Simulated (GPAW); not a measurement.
# Quasiparticle gap of CaI2 (1T monolayer) in GPAW, part 2 of 2

Wanted: ground state, empty states, screening and self-energy for CaI2 (1T monolayer).

GPAW 26.7.0; LDA and many-body steps on it, plane waves. Known limits of the many-body steps: not at the basis limit; no spin-orbit coupling.

So far. Step 4 (Bands along the symmetry lines): The gap is 3.588 eV, −0.019 eV from the run before at this level. Step 5 (Empty states on the mesh, 6×6×1 mesh, 403 bands): On this mesh the gap is 3.588 eV.

## Step 6: Screening and self-energy, 6×6×1 mesh, 182 bands, screening to 48 eV

Now the one-shot GW correction: screening in the RPA, then the self-energy of the levels asked for.

This step: G0W0 on LDA, plane waves, PAW.

run.py reads:

```python
import json
import numpy as np
from gpaw.mpi import world
from gpaw.response.g0w0 import G0W0

gw = G0W0('full.gpw',
    filename='gw',
    kpts=[0, 3, 6],
    bands=(10, 14),
    ecut=48,
    nbands=182,
    truncation='2D',
    integrate_gamma='sphere',
    q0_correction=True,
    frequencies={'type': 'nonlinear', 'domega0': 0.15, 'omega2': 15.0},
    eta=0.1,
    nblocksmax=True)
gw.calculate()
res = {mode: {k: v for k, v in r.items() if k != 'sigma_eskwn'}
       for mode, r in gw.all_results.items()}

if world.rank == 0:
    with open('result.json', 'w') as f:
        json.dump(res, f, default=lambda x: x.tolist())
```

On the command line:

```sh
mpirun -n 8 gpaw python run.py
```

Numbers of over 12 decimals in the logs are rounded to 6 here.

Log:

```text
Using integrator: PointIntegrator
NonLinearFrequencyDescriptor(from 0.000 to 87.934 eV, 172 points)
Nonperiodic BCs:  [False False  True]
Using integrator: PointIntegrator
NonLinearFrequencyDescriptor(from 0.000 to 87.934 eV, 172 points)
Nonperiodic BCs:  [False False  True]
Applying analytical 2D correction to W:
    Evaluating Gamma point contribution to W on a 21x21x1 grid
  ___  _ _ _
 |   || | | |
 | | || | | |
 |__ ||_____|
 |___|

BZ k-points: Symmetries present (total): 12

  [... matrices ...]
36 k-points: 6 x 6 x 1 Monkhorst-Pack grid + [1/12,1/12,0.000000]
7 k-points in the irreducible part of the Brillouin zone
       k-points in crystal coordinates                weights
   0:     0.00000000    0.00000000    0.00000000          1/36
   1:     0.16666667    0.00000000    0.00000000          6/36
   2:     0.33333333   -0.16666667    0.00000000          6/36
   3:     0.33333333    0.00000000    0.00000000          6/36
   4:     0.33333333    0.33333333    0.00000000          2/36
   5:     0.50000000    0.33333333    0.00000000         12/36
   6:     0.50000000    0.50000000    0.00000000          3/36

Distributing spins, k-points and bands (1 x 3 x 4) over 1 process
Number of blocks: 8

Quasi particle states:
k-points (IBZ indices): [0, 3, 6]
Band range: (10, 14)
  [... matrices ...]
Computational parameters:
Plane wave cut-off: 48 eV
Number of bands: 182
Coulomb cutoff: 2D
Broadening: 0.1 eV

fxc modes: GW
Kernel: RPA
Using full-frequency real axis integration
Summing all q:

Calculating screened Coulomb potential
2D Coulomb truncation
NonLinearFrequencyDescriptor(from 0.000 to 87.934 eV, 172 points)
Removing empty qpoint cache files...

Calculating chi0 body with:
    Ground state adapter containing:
    Number of spins: 1
    Number of kpoints: 36
    Number of irreducible kpoints: 7
    Number of completely occupied states: 12
    Number of partially occupied states: 12
    Occupied states memory: 7.59375 M / cpu

    Linear response parametrization:
    q_c: [1.3877787807814457e-17, 1.3877787807814457e-17, 0.0]
    Number of frequency points: 172
    Planewave cutoff: 48.0
    Number of bands: 182
    Number of planewaves: 191
    Broadening (eta): 0.1
    comm.size: 8
    kncomm.size: 1
    blockcomm.size: 8

    Memory estimate of potentially large arrays:
        chi0_wGG: 11.968102 M / cpu
Integrating chi0 body.

Symmetries of q_c:
    Direct symmetries (Uq -> q): 12
    Indirect symmetries (TUq -> q): 0
In total 12 allowed symmetries.

  [... matrices ...]
7 groups of equivalent kpoints. 80.555556% reduction.

Integral kind: spectral function
Integrating chi0 head and wings.

Symmetries of q_c:
    Direct symmetries (Uq -> q): 12
    Indirect symmetries (TUq -> q): 0
In total 12 allowed symmetries.

  [... matrices ...]
7 groups of equivalent kpoints. 80.555556% reduction.

Integral kind: spectral function wings

Calculating chi0 body with:
    Ground state adapter containing:
    Number of spins: 1
    Number of kpoints: 36
    Number of irreducible kpoints: 7
    Number of completely occupied states: 12
    Number of partially occupied states: 12
[... the further q-points ...]

Results:
f:      Occupation numbers
eps:     KS-eigenvalues [eV]
vxc:     KS vxc [eV]
exx:     Exact exchange [eV]
sigma:   Self-energies [eV]
dsigma:  Self-energy derivatives
Z:       Renormalization factors
qp:      QP-energies [eV]

k-point 0 (0): (0.000, 0.000, 0.000)                GW
band       f     eps     vxc     exx   sigma  dsigma       Z      qp
                                                                   GW
  10   1.000  -2.663 -15.251 -17.777   1.437  -0.243   0.805  -3.540
  11   1.000  -2.663 -15.251 -17.777   1.437  -0.243   0.805  -3.540
  12   0.000   1.756 -12.129  -6.352  -3.311  -0.236   0.809   3.753
  13   0.000   1.841 -13.982  -7.090  -3.730  -0.272   0.786   4.326

k-point 1 (3): (0.333, 0.000, 0.000)                GW
band       f     eps     vxc     exx   sigma  dsigma       Z      qp
                                                                   GW
  10   1.000  -3.212 -14.614 -17.303   1.496  -0.251   0.799  -4.165
  11   1.000  -3.205 -14.412 -17.193   1.515  -0.253   0.798  -4.215
  12   0.000   1.097 -12.101  -6.298  -3.258  -0.243   0.804   3.143
  13   0.000   2.548 -13.574  -6.919  -3.645  -0.269   0.788   4.920

k-point 2 (6): (0.500, 0.500, 0.000)                GW
band       f     eps     vxc     exx   sigma  dsigma       Z      qp
                                                                   GW
  10   1.000  -3.461 -14.456 -17.138   1.518  -0.261   0.793  -4.384
  11   1.000  -3.404 -14.455 -17.311   1.570  -0.251   0.800  -4.432
  12   0.000   0.925 -11.938  -6.291  -3.175  -0.236   0.809   2.924
  13   0.000   2.804 -13.553  -6.804  -3.776  -0.301   0.769   5.089
```

The job ended after 72 s (8 MPI ranks of Arm Neoverse V1, shared host; peak memory 2.9 GiB).

This step gave:

```yaml
g0w0_gap_on_the_points_computed: 6.463 eV
least_direct_g0w0_gap_on_the_computed_points: 7.292 eV
z_at_the_valence_top: 0.8047
z_at_the_conduction_bottom: 0.8087
starting_gap_on_the_mesh: 3.588 eV
k_of_the_valence_top: 0, 0, 0
k_of_the_conduction_bottom: 0.5, 0.5, 0
```

The gap on the mesh goes from 3.59 eV to 6.46 eV, a correction of +2.88 eV.

Limits: finite bands, cutoff and mesh; no spin-orbit coupling. v1 is the top filled band, c1 the lowest empty one. Levels before and after the correction, in eV, zero at the valence-band top of each column:

|  | conduction bottom | valence top |
| --- | --- | --- |
| Kohn-Sham | 3.59 | 0.00 |
| G0W0 | 6.46 | 0.00 |

|  | level | energy (eV) |
| --- | --- | --- |
| Kohn-Sham | Γ v2-v1 | 0.000 |
| Kohn-Sham | Γ c1 | 4.419 |
| Kohn-Sham | Γ c2 | 4.505 |
| Kohn-Sham | (0.5 0.5 0) v2 | -0.798 |
| Kohn-Sham | (0.5 0.5 0) v1 | -0.740 |
| Kohn-Sham | (0.5 0.5 0) c1 | 3.588 |
| Kohn-Sham | (0.5 0.5 0) c2 | 5.467 |
| G0W0 | Γ v2-v1 | 0.000 |
| G0W0 | Γ c1 | 7.292 |
| G0W0 | Γ c2 | 7.866 |
| G0W0 | (0.5 0.5 0) v2 | -0.844 |
| G0W0 | (0.5 0.5 0) v1 | -0.893 |
| G0W0 | (0.5 0.5 0) c1 | 6.463 |
| G0W0 | (0.5 0.5 0) c2 | 8.629 |

## Step 7: Where the time went

Times are wall times on the hardware named with each run, good to a factor of about two.

| step | time | share | memory (GiB) |
| --- | --- | --- | --- |
| relaxation | 19 s | 7 % | 1.6 |
| ground state | 8.2 s | 3 % | 1.3 |
| bands along the symmetry lines | 11 s | 4 % | 1.4 |
| empty states on the mesh | 2.5 min | 58 % | 13 |
| screening and self-energy | 72 s | 28 % | 2.9 |

## Step 8: Results

```
LDA gap              : 3.59 eV, indirect
G0W0 gap on the mesh : 6.46 eV
GW settings          : 6×6×1 mesh, 182 bands, screening to 48 eV, full frequency, Hilbert transform
known limits         : not at the basis limit; no spin-orbit coupling
```

**Reading.** G0W0 moves the gap on the mesh from 3.59 eV to 6.46 eV (+2.88 eV), with Z of 0.80 and 0.81 at the edges. Only 3 of the mesh's irreducible points were corrected, so a valley elsewhere could overtake. The dearest step here is «empty states on the mesh». Bands and cutoff are finite, so the gap is not at the basis limit. The miss can reach some tenths of an eV and take either sign; the mesh is an error of its own. These stock PAW sets were not made for GW; the filled d or f shell of I lies in the frozen core, which bears on start and correction. In the G0W0 run levels were corrected at 3 k points alone, so a gap called «on the mesh» is the least over those, and an edge elsewhere would be missed. The many-body steps are scalar-relativistic: spin-orbit coupling is not in them.

[Paths, hosts, dates, memory and timing lines, banners, echoed tables and standing remarks are left out of the program output.]

[Logs are printed without paths, hosts, clocks, repeated set-up lines and the standing remarks that a program may print on its own settings, such as how far it seeks lower states.]

[Runs of the session that timed out or met a known fault of the program may be left out.]

[Hosts, paths, dates, database ids (printed as entryN), source tags and the programs' standing remarks are cut or masked in the printed files.]
